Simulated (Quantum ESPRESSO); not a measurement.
# Calculated records

```cif
data_sini
_symmetry_space_group_name_H-M 'Pnma'
_symmetry_Int_Tables_number 62
_cell_length_a 5.1731
_cell_length_b 3.3381
_cell_length_c 5.6049
_cell_angle_alpha 90.000
_cell_angle_beta 90.000
_cell_angle_gamma 90.000
_cell_volume 96.79
loop_
_atom_site_label
_atom_site_type_symbol
_atom_site_symmetry_multiplicity
_atom_site_Wyckoff_symbol
_atom_site_fract_x
_atom_site_fract_y
_atom_site_fract_z
_atom_site_occupancy
Si1 Si 4 c 0.32128 0.75000 0.08250 1
Ni1 Ni 4 c 0.00779 0.25000 0.18752 1
_calc_subject 'SiNi: which magnetic order is lowest'
_calc_method 'LDA; plane waves with GBRV 1.5 LDA potentials, no spin-orbit coupling (and 1 further level or step)'
_calc_program 'Quantum ESPRESSO 7.5'
_calc_settings_of_one_run 'GBRV 1.5 LDA, potential files Ni: ni_lda_v1.4.uspp.F.UPF, Si: si_lda_v1.uspp.F.UPF, cutoff 544.23 eV, 8×8×8 k-mesh, 59 bands, fermi-dirac occupations, smearing width 0.1 eV, collinear spin, SCF threshold 1.60e-8, mesh matched on, starting moments 0 0 0 0 1 1 1 1 μB'
_calc_cost '3 runs, 19 min in all on 4 MPI ranks of Arm Neoverse V2, shared host (the runs of this entry)'
_calc_lowest_state_found 'non-magnetic (from ferro ++++, antiferro +--+ and antiferro ++--)'
_calc_largest_site_moment '0 μB'
```

[Logs and program files are shortened in this print: banners, set-up blocks, solver, clock and traceback lines can be left out without a mark of their own.]

[Logs are printed without paths, hosts, clocks, repeated set-up lines and the standing remarks that a program may print on its own settings, such as how far it seeks lower states.]

[Hosts, paths, dates, database ids (printed as entryN), source tags and the programs' standing remarks are cut or masked in the printed files.]

[Where a cell is said to come from a database of computed structures, the database is the Materials Project.]
